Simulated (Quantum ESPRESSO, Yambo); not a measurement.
# SiO2 (Quartz): G0W0 in Yambo against the bands, part 2 of 2

How does the gap of SiO2 (Quartz) converge in the bands?

Yambo 5.3.0; LDA and many-body steps on it, plane waves. Known limits of the many-body steps: not at the basis limit; coarse k mesh.

So far. Step 4 (143 bands): Against the run before, the gap moves by −0.024 eV.

### 5. 243 bands

Level of this step: G0W0 on LDA, plane waves, norm-conserving pseudopotentials (Yambo).

File gw4.in:

```
HF_and_locXC
gw0
dyson
ppa
em1d
rim_cut
RandQpts= 1000000
RandGvec= 1 RL
EXXRLvcs= 72 Ry
VXCRLvcs= 288 Ry
Chimod= "HARTREE"
% BndsRnXp
 1 | 243 |
%
NGsBlkXp= 9 Ry
% LongDrXp
 1 | 1 | 1 |
%
% GbndRnge
 1 | 243 |
%
DysSolver= "n"
ExtendOut
PPAPntXp= 27.21138 eV
% QPkrange
 5 | 5 | 23 | 26 |
 1 | 1 | 23 | 26 |
%
```

Run with:

```bash
$ OMP_NUM_THREADS=2 mpirun -n 4 yambo -F gw4.in -J gw4 -C gw4 > gw4.log
```

The program printed:

```text
 Yambo, version 5.3.0

 [02] CORE Variables Setup
 =========================

  [... cell, symmetries and grids as in the set-up ...]

  [02.05] Energies & Occupations
  ==============================

  [X] === General ===
  [X] Electronic Temperature                        :  0.000000  0.000000 [eV K]
  [X] Bosonic    Temperature                        :  0.000000  0.000000 [eV K]
  [X] Finite Temperature mode                       : no
  [X] El. density                                   :  0.42403E+24 [cm-3]
[...]
Sx RL components                                 :   7959

   QP @ state[ 1 ] K range                          :  1  1
   QP @ state[ 1 ] b range                          :  23  26
   QP @ state[ 2 ] K range                          :   5   5
   QP @ state[ 2 ] b range                          :  23  26
   GF energies kind                                 : Slater exchange(X)+Perdew & Wang(C)
   GF WF`s kind                                     : Slater exchange(X)+Perdew & Wang(C)
   Xs energies kind                                 : Slater exchange(X)+Perdew & Wang(C)
   Xs WF`s kind                                     : Slater exchange(X)+Perdew & Wang(C)

 [11] Game Over & Game summary
```

It took 2.2 min on 4 MPI ranks of Arm Neoverse V1, shared host; peak memory 2.5 GiB; 16 min of CPU time.

Numbers from this step:

```
G0W0 gap on the points computed              : 8.798 eV
starting gap on the mesh                     : 5.801 eV
k of the valence top                         : 0.3333, 0.3333, 0
k of the conduction bottom                   : 0, 0, 0
least direct G0W0 gap on the computed points : 9.171 eV
```

Against the run before, the gap moves by +0.067 eV.

### 6. 361 bands

gw5.in, as its differences from gw4.in of step 5:

```diff
@@ -12,3 +12,3 @@
 % BndsRnXp
- 1 | 243 |
+ 1 | 361 |
 %
@@ -19,3 +19,3 @@
 % GbndRnge
- 1 | 243 |
+ 1 | 361 |
 %
```

Run with:

```bash
$ OMP_NUM_THREADS=2 mpirun -n 4 yambo -F gw5.in -J gw5 -C gw5 > gw5.log
```

The program printed:

```text
 Yambo, version 5.3.0

 [02] CORE Variables Setup
 =========================

  [... cell, symmetries and grids as in the set-up ...]

  [02.05] Energies & Occupations
  ==============================

  [X] === General ===
  [X] Electronic Temperature                        :  0.000000  0.000000 [eV K]
  [X] Bosonic    Temperature                        :  0.000000  0.000000 [eV K]
  [X] Finite Temperature mode                       : no
  [X] El. density                                   :  0.42403E+24 [cm-3]
[...]
Sx RL components                                 :   7959

   QP @ state[ 1 ] K range                          :  1  1
   QP @ state[ 1 ] b range                          :  23  26
   QP @ state[ 2 ] K range                          :   5   5
   QP @ state[ 2 ] b range                          :  23  26
   GF energies kind                                 : Slater exchange(X)+Perdew & Wang(C)
   GF WF`s kind                                     : Slater exchange(X)+Perdew & Wang(C)
   Xs energies kind                                 : Slater exchange(X)+Perdew & Wang(C)
   Xs WF`s kind                                     : Slater exchange(X)+Perdew & Wang(C)

 [11] Game Over & Game summary
```

The job ended after 3.3 min (4 MPI ranks; peak memory 3.2 GiB; 25 min of CPU time).

Numbers from this step:

```
G0W0 gap on the points computed              : 8.850 eV
starting gap on the mesh                     : 5.801 eV
k of the valence top                         : 0.3333, 0.3333, 0
k of the conduction bottom                   : 0, 0, 0
least direct G0W0 gap on the computed points : 9.220 eV
```

Against the run before, the gap moves by +0.052 eV.

### 7. 496 bands

gw6.in, as its differences from gw5.in of step 6:

```diff
@@ -12,3 +12,3 @@
 % BndsRnXp
- 1 | 361 |
+ 1 | 496 |
 %
@@ -19,3 +19,3 @@
 % GbndRnge
- 1 | 361 |
+ 1 | 496 |
 %
```

Run with:

```bash
$ OMP_NUM_THREADS=2 mpirun -n 4 yambo -F gw6.in -J gw6 -C gw6 > gw6.log
```

The program printed:

```text
 Yambo, version 5.3.0

 [02] CORE Variables Setup
 =========================

  [... cell, symmetries and grids as in the set-up ...]

  [02.05] Energies & Occupations
  ==============================

  [X] === General ===
  [X] Electronic Temperature                        :  0.000000  0.000000 [eV K]
  [X] Bosonic    Temperature                        :  0.000000  0.000000 [eV K]
  [X] Finite Temperature mode                       : no
  [X] El. density                                   :  0.42403E+24 [cm-3]
[...]
Sx RL components                                 :   7959

   QP @ state[ 1 ] K range                          :  1  1
   QP @ state[ 1 ] b range                          :  23  26
   QP @ state[ 2 ] K range                          :   5   5
   QP @ state[ 2 ] b range                          :  23  26
   GF energies kind                                 : Slater exchange(X)+Perdew & Wang(C)
   GF WF`s kind                                     : Slater exchange(X)+Perdew & Wang(C)
   Xs energies kind                                 : Slater exchange(X)+Perdew & Wang(C)
   Xs WF`s kind                                     : Slater exchange(X)+Perdew & Wang(C)

 [11] Game Over & Game summary
```

Run time: 4.7 min. Hardware: 4 MPI ranks; peak memory 3.9 GiB.

This step gave:

```
G0W0 gap on the points computed              : 8.881 eV
starting gap on the mesh                     : 5.801 eV
k of the valence top                         : 0.3333, 0.3333, 0
k of the conduction bottom                   : 0, 0, 0
least direct G0W0 gap on the computed points : 9.249 eV
```

Against the run before, the gap moves by +0.031 eV.

### 8. The runs together

Times are wall times on 4 MPI ranks of Arm Neoverse V1, shared host, good to a factor of about two.

```
      run   mesh  bands  screening cutoff (eV)  DFT gap (eV)  gap on the mesh (eV)  direct (eV)     time
 51 bands  3×3×2     51                  122.5         5.801                 9.097        9.479     24 s
 83 bands  3×3×2     83                  122.5         5.801                 8.755        9.136     41 s
143 bands  3×3×2    143                  122.5         5.801                 8.731        9.109     73 s
243 bands  3×3×2    243                  122.5         5.801                 8.798        9.171  2.2 min
361 bands  3×3×2    361                  122.5         5.801                 8.850        9.220  3.3 min
496 bands  3×3×2    496                  122.5         5.801                 8.881        9.249  4.7 min
```

### 9. Summary of results

```yaml
51_bands: 9.097 eV
83_bands: 8.755 eV
143_bands: 8.731 eV
243_bands: 8.798 eV
361_bands: 8.850 eV
496_bands: 8.881 eV
known_limits: not at the basis limit; coarse k mesh
```

What this shows: The setting moved: bands. From 51 bands to 496 bands the gap moves by −0.22 eV, for 12 times the time, not steadily: it passes through 8.73 eV. The last step still moves it by +0.031 eV. Bands and screening cutoff are coupled, so a series along one setting does not show full convergence. Bands and cutoff are finite, so the gap is not at the basis limit. The miss can reach some tenths of an eV and take either sign; the mesh is an error of its own. In the G0W0 runs levels were corrected at 2 k points alone, so a gap called «on the mesh» is the least over those, and an edge elsewhere would be missed. The 3×3×2 mesh is coarse for this cell, which bears on the long-range parts of exchange and screening.

[Paths, hosts, dates, memory and timing lines, banners, echoed tables and standing remarks are left out of the program output.]

[Logs are printed without paths, hosts, clocks, repeated set-up lines and the standing remarks that a program may print on its own settings, such as how far it seeks lower states.]

[Runs of the session that timed out or met a known fault of the program may be left out.]

[Hosts, paths, dates, database ids (printed as entryN), source tags and the programs' standing remarks are cut or masked in the printed files.]
